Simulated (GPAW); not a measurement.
SiC (F-43m): refractive index against wavelength

The refractive index of SiC (F-43m) below the direct gap (4.51 eV on the mesh) is read from one computed spectrum, n = √(Re ε).

Cell: a, b, c = 3.082, 3.082, 3.082 Å (primitive vectors), 2 atoms.

Method: GPAW 26.7.0, LDA, RPA, k-mesh 16×16×16, local fields up to 80 eV, Lorentzian half width 0.15 eV.

Launch of the response step: `OMP_NUM_THREADS=1 python df.py`. The run took 25 s, its band step included, on 1 thread of Arm Neoverse V1, with other jobs on the host.

```tsv
wavelength (nm)	photon energy E (eV)	n
1064	1.165	2.6208
850	1.459	2.6378
700	1.771	2.6608
633	1.959	2.6774
532	2.331	2.7171
450	2.755	2.7757
405	3.061	?
```

In the single-oscillator model n² − 1 = E₀E_d/(E₀² − E²), so 1/(n² − 1) = E₀/E_d − E²/(E₀E_d) is linear in E².

Working, on the rows shown:

| x = E² (eV²) | y = 1/(n² − 1) |
| --- | --- |
| 1.35784 | 0.170399 |
| 2.12762 | 0.167842 |
| 3.13716 | 0.164478 |
| 3.83641 | 0.162115 |
| 5.43137 | 0.156675 |
| 7.59115 | 0.149153 |

Means: x̄ = 3.9136, ȳ = 0.16178. Σ(x − x̄)(y − ȳ) = -0.08916, Σ(x − x̄)² = 26.16. Slope = -0.08916 / 26.16 = -0.003408; intercept = ȳ − slope · x̄ = 0.17512. Turned back into n, the line misses the rows shown by at most 0.00072.

Q: Predict the last column of the withheld row from the fit.

A: At x = 9.3718 the line gives y = 0.14317, that is 2.8257. The run gave 2.8292, so the extrapolation is off by 0.0035, 1.7 % of the range in the table.

Refitted with all rows, the slope is -0.003445 and the intercept 0.17523. These give E₀ = √(intercept/−slope) = 7.13 eV and E_d = E₀/intercept = 40.7 eV; E₀ is 1.6 times the direct gap. The electronic limit at long wavelengths, without lattice vibrations, is n = √(1 + 1/intercept) = 2.590. Excitons are left out; LDA gaps are as a rule too small. The values come from a sum over the points of one k-mesh and carry its error, which grows as the direct gap shrinks.

[Logs are printed without paths, hosts, clocks, repeated set-up lines and the standing remarks that a program may print on its own settings, such as how far it seeks lower states.]
